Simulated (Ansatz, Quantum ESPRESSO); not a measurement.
# BaTiO3 (R3m): zone-centre phonons, part 4 of 4

Which modes does BaTiO3 (R3m) have at the zone centre?

Quantum ESPRESSO 7.5; DFT LDA, scalar-relativistic, plane waves, GBRV ultrasoft pseudopotentials.

So far, highest mode moved by the LO-TO term (cm⁻¹): step 9 (modes along a direction of q (1 0 0)) 698; step 10 (the LO-TO splitting (0 0 1)) 690; step 11 (modes along a direction of q (1 1 1)) 695; step 12 (a second program, LDA PseudoDojo norm-conserving) 694.

## 14. Cross-check with Ansatz

The same cell goes through another code, with its own cutoff. It uses its own PAW datasets, so the potentials differ. Its k mesh is centred on Γ.

This step: DFT LDA, scalar-relativistic, plane waves, PAW (Ansatz 0.2.0).

The input, input.yaml:

```yaml
crystal:
  lattice:
    - [2.7952664031, 1.6138478105, 2.2862861899]
    - [-2.7952664031, 1.6138478105, 2.2862861899]
    - [0.0, -3.2276956205, 2.2862861902]
  atoms:
    - { symbol: Ba, position: [-0.0005680346, -0.0005680346, -0.0005680346] }
    - { symbol: Ti, position: [0.4903486085, 0.4903486085, 0.4903486085] }
    - { symbol: O, position: [0.5082711227, 0.5082711227, 0.0128771807] }
    - { symbol: O, position: [0.0128771807, 0.5082711227, 0.5082711227] }
    - { symbol: O, position: [0.5082711227, 0.0128771807, 0.5082711227] }
kpoints:
  mp_grid: { grid: [9, 9, 9] }
hamiltonian:
  xc: lda
scf:
  occupations: { method: fixed }
output:
  eigenvalues: true
phonons:
  method: dfpt
  dielectric: true
  rigid_motions: translations
```

Command:

```
> ansatz run input.yaml --threads 16 --pin off --max-ram 32768MiB --backend cpu --events-out ev --progress --plain --runs-dir out
```

Numbers of over 12 decimals in the logs are rounded to 6 here.

The program printed:

```text
[...]
Crystal: 5 atoms, lattice volume = 61.882 Å³
Basis set: ecut = 420 eV, 1213 PW (Γ), exchange–correlation on 54×54×54 points (8 copies of the dense FFT grid, shifted against one another)
Bands: 25, of which v1, the nominal top of the filled ones, is band 20 counted from 1 (19 counted from 0)
Symmetry: 6 space group operations
k-points: 365 of 729 (irreducible under 1 space group operation, time reversal used)
[...]
SCF iter   1: F=—  HF=-9904.546051 eV  |F-HF|=—  |Δ(HF+E_count)|=         —  Δρ=1.89e-2  dr2=2.13e-1  ethr=1.77e-3  ⟨swp⟩=4.5  Hψ=38685  notcnv=0  defer=779
[...]
SCF iter   9: F=-9904.502248 eV  HF=-9904.502248 eV  |F-HF|=2.73e-11  |Δ(HF+E_count)|=  1.13e-10  Δρ=3.30e-7  dr2=4.35e-11  ethr=1.00e-12  ⟨swp⟩=13.5  Hψ=71236  notcnv=0
SCF 1 converged in 9 iterations: F = -9904.502248 eV  dr2 = 4.35e-11
[...]
NSCF: frozen V_eff on 13 k-points
[...]
Bands: 21, of which v1, the nominal top of the filled ones, is band 20 counted from 1 (19 counted from 0)
k-points: 110 of 1000 (time reversal used)
[...]
Eigensolver: Dense (110 Hₖ)
SCF iter   1: F=—  HF=-9904.498484 eV  |F-HF|=—  |Δ(HF+E_count)|=         —  Δρ=5.61e-4  dr2=3.76e-5  ethr=1.00e-1
[...]
SCF iter   5: F=-9904.498468 eV  HF=-9904.498468 eV  |F-HF|=3.40e-9  |Δ(HF+E_count)|=   4.41e-8  Δρ=3.81e-6  dr2=8.18e-9  ethr=4.82e-10
SCF 1 converged in 5 iterations: F = -9904.498468 eV  dr2 = 8.18e-9
[...]
SCF converged after 9 iterations
Free energy (F): -9904.502248 eV
[...]
Internal energy: -9904.502248 eV  (E = F + TS)
E sigma→0 (E₀):  -9904.502248 eV
Fermi energy:    10.364310 eV
[...]
--- Band table (eV; the first three rows and the last of 365) ---
  k-point 0: bands = [... 16 lower, 9.2263, 10.0992, 10.1995, 10.1995, 12.5394, 12.5394, 12.6509, 14.9567, ... 1 higher]
  k-point 1: bands = [... 16 lower, 9.1374, 9.8394, 10.1222, 10.1393, 12.5738, 12.7772, 12.7978, 14.9584, ... 1 higher]
  k-point 2: bands = [... 16 lower, 8.9065, 9.3376, 9.9206, 9.9513, 12.6195, 13.2727, 13.3204, 14.9585, ... 1 higher]
  k-point 364: bands = [... 16 lower, 9.0751, 9.0804, 9.3693, 9.4794, 13.0772, 14.2024, 14.2428, 15.4529, ... 1 higher]
[...]
ASR residual: 5.971e-5 → 0.000e0 eV/Å²; symmetrization residual: 4.638e-6 eV/Å²
  ASR residual per site (eV/Å²): 2.91e-5 5.97e-5 5.37e-5 4.96e-5 4.96e-5
[...]
ε∞ (high-frequency dielectric tensor):
        6.344798     0.000000     0.000000
        0.000000     6.344798    -0.000000
        0.000000    -0.000000     6.036078
  ε⁰ (static dielectric tensor: ions relaxed, cell fixed):
      131.049352     0.000000     0.000000
        0.000000   131.049352    -0.000000
        0.000000    -0.000000    57.990716
  ε⁰ − ε∞ (ionic part):
      124.704554     0.000000     0.000000
        0.000000   124.704554    -0.000000
        0.000000    -0.000000    51.954638
[...]
Born effective charges Z* (e; rows j = field, columns β = displacement):
    site 0:
         2.79948    0.00000   -0.00000
         0.00000    2.79948   -0.00000
         0.00000   -0.00000    2.77367
    site 1:
         6.84079    0.00000    0.00000
         0.00000    6.84079   -0.00000
         0.00000   -0.00000    6.22863
    site 2:
        -2.05837    0.00000    0.00000
         0.00000   -4.36847    1.53281
         0.00000    1.41187   -3.00077
    site 3:
        -3.79095   -1.00030   -1.32745
        -1.00030   -2.63590   -0.76640
        -1.22271   -0.70593   -3.00077
    site 4:
        -3.79095    1.00030    1.32745
         1.00030   -2.63590   -0.76640
         1.22271   -0.70593   -3.00077
  Z* charge neutrality: 2.045e-3 e pre-enforcement
[...]
optical modes at Γ without the LO–TO term, one row a degenerate level:
      ω (cm⁻¹)  modes    IR ((D/Å)²/amu)
        142.57      2           143.9203
        173.03      1            11.8914
        178.29      2             3.3528
        211.76      1            48.5253
        280.55      1             0.0000
        293.38      2             0.0007
        477.66      2            11.5184
        504.36      1             7.1521
  optical modes at Γ + LO–TO along q̂ = [1.0000, 0.0000, 0.0000]:
      ω (cm⁻¹)  modes    IR ((D/Å)²/amu)
        142.57      1            71.9602
        173.03      1            11.8914
        177.53      1             0.0014
        178.29      1             1.6764
        211.76      1            48.5253
        280.55      1             0.0000
        293.38      1             0.0000
        293.38      1             0.0003
[...]
optical modes at Γ + LO–TO along q̂ = [0.0000, 1.0000, 0.0000]:
      ω (cm⁻¹)  modes    IR ((D/Å)²/amu)
[...]
449.62      1             3.1515
        477.66      1             5.7592
        504.36      1             7.1521
        691.30      1            76.2431
  optical modes at Γ + LO–TO along q̂ = [0.0000, 0.0000, 1.0000]:
      ω (cm⁻¹)  modes    IR ((D/Å)²/amu)
        142.57      2           143.9203
        178.29      2             3.3528
        180.99      1             0.0167
        280.55      1             0.0000
        293.38      2             0.0007
        462.47      1             4.7851
        477.66      2            11.5184
        684.36      1            62.7670
```

Run time: 2.1 min. Hardware: 16 threads of Arm Neoverse N1, shared host; peak memory 2.6 GiB; 27 min of CPU time.

Read from the output:

* gap on the k-mesh: 2.175 eV
* sum-rule residual before enforcement: 5.97e-5 eV/Å²
* miss of the charge sum rule: 0.002045 e
* estimated error of the dielectric tensor: 0.01925
* estimated error of the Born charges: 0.02333 e
* highest optical zone-centre mode (no LO-TO term): 504.4 cm⁻¹
* lowest optical zone-centre mode: 142.6 cm⁻¹
* mean high-frequency dielectric constant: 6.242
* largest Born charge in size (third of the trace): 6.637 e
* mean static dielectric constant: 106.7
* highest mode moved by the LO-TO term: 691.3 cm⁻¹

Transverse modes. Lines of the infrared spectrum (strongest = 100):

| position (cm⁻¹) | label | IR intensity ((D/Å)²/amu), degenerate modes summed, relative |
| --- | --- | --- |
| 143 | E | 100 |
| 173 | A1 | 8.3 |
| 178 | E | 2.3 |
| 212 | A1 | 34 |
| 280 | A2 | 0.0 |
| 293 | E | 0.0 |
| 478 | E | 8.0 |
| 504 | A1 | 5.0 |

## 15. The two compared: QE GBRV and Ansatz, PAW

Worked out from the results:

```
root-mean-square difference : 10.43 cm⁻¹
largest difference          : 20.75 cm⁻¹
```

The 12 of 12 modes that differ most. Frequencies side by side:

| q (reciprocal lattice) | mode | QE GBRV (cm⁻¹) | Ansatz, PAW (cm⁻¹) |
| --- | --- | --- | --- |
| 0 0 0 | 4 | 163.3 | 142.6 |
| 0 0 0 | 5 | 163.3 | 142.6 |
| 0 0 0 | 6 | 181.8 | 173 |
| 0 0 0 | 7 | 184.4 | 178.3 |
| 0 0 0 | 8 | 184.4 | 178.3 |
| 0 0 0 | 9 | 221.9 | 211.8 |
| 0 0 0 | 10 | 286.8 | 280.6 |
| 0 0 0 | 11 | 299.4 | 293.4 |
| 0 0 0 | 12 | 299.4 | 293.4 |
| 0 0 0 | 13 | 482.6 | 477.7 |
| 0 0 0 | 14 | 482.6 | 477.7 |
| 0 0 0 | 15 | 509.9 | 504.4 |

The two runs side by side. Further quantities:

| quantity | QE GBRV | Ansatz, PAW |
| --- | --- | --- |
| mean ε∞ | 6.249 | 6.242 |
| largest Born charge in size (e; the first before, the second after the charge sum rule) | 6.637 | 6.637 |
| summed IR intensity ((D/Å)²/amu) | 226.8 | 226.4 |

At the zone centre the largest difference (acoustic modes at Γ apart) is 4 % of the highest mode, but 13 % of the mode at 163 cm⁻¹ on which it sits.

## 16. What came out

```json
{
  "volume per atom": "12.4 Å³",
  "gap on the k-mesh": "2.16 eV",
  "highest optical zone-centre mode (no LO-TO term)": "509.9 cm⁻¹",
  "lowest optical zone-centre mode": "163.3 cm⁻¹",
  "highest mode moved by the LO-TO term": "697.6 cm⁻¹",
  "mean high-frequency dielectric constant": "6.25",
  "largest Born charge in size (third of the trace)": "6.64 e",
  "mean static dielectric constant": "84.6",
  "imaginary optical modes at the zone centre (no q mesh in this session)": "none",
  "largest difference from Ansatz, PseudoDojo": "13.8 cm⁻¹"
}
```

What this shows: At the LDA level the optical modes of BaTiO3 (R3m) at the zone centre (no LO-TO term) run from 163 to 510 cm⁻¹. Along the directions run, the highest mode that the macroscopic field moves lies at 698 cm⁻¹. Lattice motion raises the mean dielectric constant from 6.249 to 84.61. Of the 12 optical modes, 11 are both infrared and Raman active and 1 is silent. QE GBRV and Ansatz, PseudoDojo differ by 7.8 cm⁻¹ in the root mean square and by 13.8 cm⁻¹ at most, 2.7 % of the highest mode compared (acoustic modes at Γ left out); the two use different potentials, and the cell was not relaxed for the second set. QE GBRV and Ansatz, PAW differ by 10.4 cm⁻¹ in the root mean square and by 20.8 cm⁻¹ at most, 4.1 % of the highest mode compared (acoustic modes at Γ left out); the two use different potentials, and the cell was not relaxed for the second set. These are harmonic frequencies at zero temperature: anharmonic shifts and linewidths and thermal expansion are left out. Spin-orbit coupling is left out, which can matter for the heavy elements here. The LDA runs differ in the fit of the correlation energy, Perdew-Zunger in some and Perdew-Wang in others.

[Host names and launcher messages were left out of these logs when they were recorded.]

[Logs are printed without paths, hosts, clocks, repeated set-up lines and the standing remarks that a program may print on its own settings, such as how far it seeks lower states.]

[Hosts, paths, dates, database ids (printed as entryN), source tags and the programs' standing remarks are cut or masked in the printed files.]
